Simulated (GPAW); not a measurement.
# WS2 (2H monolayer): sheet polarisability

Aim: the sheet polarisability of WS2 (2H monolayer), with and without local fields.

Program: GPAW 26.7.0. Level of theory: LDA and many-body steps on it, plane waves. Results are calculated unless marked as measured.

Most raw output is cut from this account.

### 1. The structure

The cell holds 3 atoms: 1 W and 2 S. Its edges and angles: a = 3.122 Å, b = 3.122 Å, c = 14.500 Å, α = 90.0°, β = 90.0°, γ = 120.0°. Vacuum lies along c.

As a file:

```cif
data_structure
_symmetry_space_group_name_H-M 'P 1'
_symmetry_Int_Tables_number 1
_cell_length_a 3.1224
_cell_length_b 3.1224
_cell_length_c 14.5000
_cell_angle_alpha 90.000
_cell_angle_beta 90.000
_cell_angle_gamma 120.000
_cell_volume 122.43
loop_
_atom_site_label
_atom_site_type_symbol
_atom_site_fract_x
_atom_site_fract_y
_atom_site_fract_z
_atom_site_occupancy
W1 W 0.33333 0.66667 0.50000 1
S2 S 0.66667 0.33333 0.60754 1
S3 S 0.66667 0.33333 0.39246 1
```

The structure was relaxed with LDA. The runs that relaxed it are not among those shown. Spin-orbit coupling is left out unless a step names it.

### 2. Empty states on the mesh, 18×18×1 mesh, 162 bands

This step: GPAW 26.7.0; DFT, LDA, plane waves, PAW.

The sums over transitions need many empty states on a uniform mesh; this step solves for them.

File run.py:

```python
import json
import numpy as np
from gpaw.mpi import world
from gpaw import GPAW

calc = GPAW('gs.gpw').fixed_density(kpts={'size': (18, 18, 1), 'gamma': True},
    nbands=189,
    convergence={'bands': 162},
    txt='nscf.txt')
calc.write('full.gpw', mode='all')
res = {}
kpts = calc.get_ibz_k_points()
res['kpts'] = kpts
res['eigenvalues'] = [calc.get_eigenvalues(kpt=k) for k in range(len(kpts))]
res['n_electrons'] = calc.get_number_of_electrons()

if world.rank == 0:
    with open('result.json', 'w') as f:
        json.dump(res, f, default=lambda x: x.tolist())
```

Run with:

```bash
$ mpirun -n 4 gpaw python run.py
```

Run time: 2.4 min. Hardware: 4 MPI ranks of Arm Neoverse V1, shared host; peak memory 1.1 GiB; 9.4 min of CPU time.

Numbers from this step:

```
gap                                                           : 1.996 eV
k of the valence top                                          : 0.3333, 0.3333, 0
k of the conduction bottom                                    : 0.3333, 0.3333, 0
least direct gap                                              : 1.996 eV
k points computed                                             : 37
lowest point of the top converged band, above the valence top : 62.1314 eV
```

On this mesh the gap is 1.996 eV.

### 3. RPA response

The response function is computed on a frequency grid, with local fields up to the given cutoff.

This step: linear response, RPA, on LDA, plane waves, PAW.

File run.py:

```python
import json
import numpy as np
from gpaw.mpi import world
from gpaw.response.df import DielectricFunction

df = DielectricFunction('full.gpw',
    ecut=50,
    nbands=162,
    eta=0.2,
    frequencies={'type': 'nonlinear', 'domega0': 0.05, 'omega2': 10.0},
    intraband=False,
    truncation='2D',
    txt='df.txt')
res = {'optical': {}, 'eels': []}
for d in 'x':
    y0, y = df.get_polarizability(direction=d, xc='RPA', filename=None)
    res['optical'][d] = [y0.real, y0.imag, y.real, y.imag]
res['w'] = df.get_frequencies()
for q_c in [[0.0555555556, 0, 0], [0.2222222222, 0, 0], [0.5, 0, 0], [0.7777777778, 0, 0], [1.2222222222, 0, 0]]:
    res['eels'].append(df.get_eels_spectrum(q_c=q_c, xc='RPA', filename=None))

if world.rank == 0:
    with open('result.json', 'w') as f:
        json.dump(res, f, default=lambda x: x.tolist())
```

Run with:

```bash
$ mpirun -n 4 gpaw python run.py
```

Run time: 1.7 min. Hardware: 4 MPI ranks; peak memory 1.8 GiB; 7 min of CPU time.

This step gave:

```yaml
static_polarisability_of_the_sheet_a: 5.518
the_same_without_local_fields: 5.862
```

The static value is 5.52.

The Im polarisability of the sheet has structure finer than the step of the table below, so its rows give means over 2 eV, whole bins alone (the curve runs from 0 to 39.8 eV). Peaks (eV: height): xx, no local fields 3.2: 8.83, 4.2: 7.57; xx, local fields 3.2: 8.37, 4.2: 7.69.

RPA, broadening 0.2 eV. The Im polarisability of the sheet by photon energy; means over each step:

```tsv
photon energy (eV)	xx, no local fields (Å)	xx, local fields (Å)
2	2.48	2.08
4	6.97	7.05
6	4.73	4.35
8	2.69	2.58
10	2.12	1.84
12	1.69	1.47
14	1.04	0.920
16	0.629	0.606
18	0.336	0.422
20	0.168	0.311
22	0.102	0.204
24	0.0774	0.152
26	0.0572	0.0893
28	0.0444	0.0625
30	0.0353	0.0385
32	0.0335	0.0321
34	0.0372	0.0261
36	0.0325	0.0204
38	0.0353	0.0163
```

### 4. RPA response, local-field cutoff (18×18×1 mesh, 162 bands, screening to 15 eV, broadening 0.2 eV)

run.py, as its differences from that of step 3:

```diff
@@ -6,3 +6,3 @@
 df = DielectricFunction('full.gpw',
-    ecut=50,
+    ecut=15,
     nbands=162,
@@ -18,3 +18,3 @@
 res['w'] = df.get_frequencies()
-for q_c in [[0.0555555556, 0, 0], [0.2222222222, 0, 0], [0.5, 0, 0], [0.7777777778, 0, 0], [1.2222222222, 0, 0]]:
+for q_c in [[0.5, 0, 0]]:
     res['eels'].append(df.get_eels_spectrum(q_c=q_c, xc='RPA', filename=None))
```

Run with:

```bash
$ mpirun -n 4 gpaw python run.py
```

It took 23 s on 4 MPI ranks; peak memory 1.2 GiB.

Numbers from this step:

| Quantity | Value |
| --- | --- |
| static polarisability of the sheet (Å) | 5.862 |
| the same without local fields | 5.862 |

The static value is 5.86.

### 5. RPA response, fewer bands (18×18×1 mesh, 15 bands, screening to 50 eV, broadening 0.2 eV)

run.py, as its differences from that of step 4:

```diff
@@ -6,4 +6,4 @@
 df = DielectricFunction('full.gpw',
-    ecut=15,
-    nbands=162,
+    ecut=50,
+    nbands=15,
     eta=0.2,
@@ -18,3 +18,3 @@
 res['w'] = df.get_frequencies()
-for q_c in [[0.5, 0, 0]]:
+for q_c in []:
     res['eels'].append(df.get_eels_spectrum(q_c=q_c, xc='RPA', filename=None))
```

Run with:

```bash
$ mpirun -n 4 gpaw python run.py
```

The job ended after 5 s (4 MPI ranks; peak memory 1.3 GiB).

Numbers from this step:

```
static polarisability of the sheet (Å) : 3.499
the same without local fields          : 3.675
```

### 6. RPA response, scissors (18×18×1 mesh, 162 bands, screening to 50 eV, broadening 0.2 eV)

run.py, as its differences from that of step 5:

```diff
@@ -7,3 +7,3 @@
     ecut=50,
-    nbands=15,
+    nbands=162,
     eta=0.2,
@@ -12,2 +12,3 @@
     truncation='2D',
+    eshift=1.0,
     txt='df.txt')
```

Run with:

```bash
$ mpirun -n 4 gpaw python run.py
```

Elapsed: 15 s, on 4 MPI ranks; peak memory 1.7 GiB; 59 s of CPU time.

This step gave:

```yaml
static_polarisability_of_the_sheet_a: 4.506
the_same_without_local_fields: 4.759
```

The static value is 4.51.

### 7. RPA response, more bands than the file holds (18×18×1 mesh, 486 bands, screening to 30 eV, broadening 0.2 eV)

run.py, as its differences from that of step 6:

```diff
@@ -6,4 +6,4 @@
 df = DielectricFunction('full.gpw',
-    ecut=50,
-    nbands=162,
+    ecut=30,
+    nbands=486,
     eta=0.2,
@@ -12,3 +12,2 @@
     truncation='2D',
-    eshift=1.0,
     txt='df.txt')
```

Run with:

```bash
$ mpirun -n 4 gpaw python run.py
```

Run time: 12 s. Hardware: 4 MPI ranks; peak memory 0.6 GiB.

The run stopped with an error after 12 s.

The fault put into this input: more bands than the file holds.

### 8. The runs together

Times are wall times on 4 MPI ranks of Arm Neoverse V1, shared host, good to a factor of about two.

The polarisability of a sheet is α = (ε − 1) L / 4π, with L the height of the cell, and does not depend on L.

```tsv
run	static polarisability (Å)	without local fields	time
RPA response	5.52	5.86	1.7 min
RPA response, local-field cutoff (18×18×1 mesh, 162 bands, screening to 15 eV, broadening 0.2 eV)	5.86	5.86	23 s
RPA response, fewer bands (18×18×1 mesh, 15 bands, screening to 50 eV, broadening 0.2 eV)	3.50	3.68	5 s
RPA response, scissors (18×18×1 mesh, 162 bands, screening to 50 eV, broadening 0.2 eV)	4.51	4.76	15 s
```

### 9. Summary of results

```
RPA response                                                                                      : static polarisability (Å) 5.52
RPA response, local-field cutoff (18×18×1 mesh, 162 bands, screening to 15 eV, broadening 0.2 eV) : static polarisability (Å) 5.86
RPA response, fewer bands (18×18×1 mesh, 15 bands, screening to 50 eV, broadening 0.2 eV)         : static polarisability (Å) 3.50
RPA response, scissors (18×18×1 mesh, 162 bands, screening to 50 eV, broadening 0.2 eV)           : static polarisability (Å) 4.51
```

**Reading.** In the optical limit the electronic static polarisability (Å) is 5.52, against 5.86 without local fields. RPA response, local-field cutoff (18×18×1 mesh, 162 bands, screening to 15 eV, broadening 0.2 eV): static polarisability (Å) = 5.86. RPA response, fewer bands (18×18×1 mesh, 15 bands, screening to 50 eV, broadening 0.2 eV): static polarisability (Å) = 3.50. RPA response, scissors (18×18×1 mesh, 162 bands, screening to 50 eV, broadening 0.2 eV): static polarisability (Å) = 4.51. ε(0) converges slowly with a Γ-centred mesh, and this one is not shown settled. Unless a shift is named, the levels are those of the density functional, and only a kernel with a long-range part can bind an exciton.

[Paths, hosts, dates, memory and timing lines, banners, echoed tables and standing remarks are left out of the program output.]

[Logs are printed without paths, hosts, clocks, repeated set-up lines and the standing remarks that a program may print on its own settings, such as how far it seeks lower states.]

[Runs of the session that timed out or met a known fault of the program may be left out.]

[Hosts, paths, dates, database ids (printed as entryN), source tags and the programs' standing remarks are cut or masked in the printed files.]
